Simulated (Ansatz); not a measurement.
Planning a run of Ansatz 0.2.0 on Bi2Te3 (Tellurobismuthite). The input:

```yaml
crystal:
  lattice:
    - [2.193, 1.2661291403, 10.1656666667]
    - [-2.193, 1.2661291403, 10.1656666667]
    - [0.0, -2.5322582807, 10.1656666667]
  atoms:
    - { symbol: Bi, position: [0.4, 0.4, 0.4] }
    - { symbol: Bi, position: [0.6, 0.6, 0.6] }
    - { symbol: Te, position: [0.0, 0.0, 0.0] }
    - { symbol: Te, position: [0.2095, 0.2095, 0.2095] }
    - { symbol: Te, position: [0.7905, 0.7905, 0.7905] }
kpoints:
  mp_grid: { grid: [4, 4, 4] }
hamiltonian:
  xc: pbe
  pseudopotentials: { kind: paw, azcp: { folder: soft_1 } }
scf:
  occupations: { method: fixed }
gw:
  n_empty_bands: 1254
  ecut_chi: 220
  qp_bands: [v2, c2]
  qp_kpoints: band_edges
  screening: { model: contour_deformation }
```

```sh
ansatz run input.yaml --threads 2 --pin off --max-ram 92160MiB --backend cuda --events-out ev --progress --plain --runs-dir out --devices 1 --max-vram 13GiB
```

Estimate wall time and host memory on 1 × NVIDIA H100 80GB HBM3 (shared by 6 runs) with 2 threads of AMD EPYC 7R13 (Zen 3), shared host.

It took 3.6 min; on shared hardware allow 1.8 min to 7.1 min. Peak host memory was 5.3 GiB. The sizes that set the cost: 3345 plane waves a state, 13 irreducible k points, 1293 bands summed, 1255 plane waves in the screening and 8 SCF cycles.

The screening grows as filled bands × empty bands × pairs of k points, times the square of the screening basis for the matrix.

[Paths, hosts, dates, memory and timing lines, banners, echoed tables and standing remarks are left out of the program output.]

[Logs are printed without paths, hosts, clocks, repeated set-up lines and the standing remarks that a program may print on its own settings, such as how far it seeks lower states.]

[Runs of the session that timed out or met a known fault of the program may be left out.]

[Cells called generated may have been cut or substituted from an entry of the Crystallography Open Database or the Materials Project.]

[Hosts, paths, dates, database ids (printed as entryN), source tags and the programs' standing remarks are cut or masked in the printed files.]
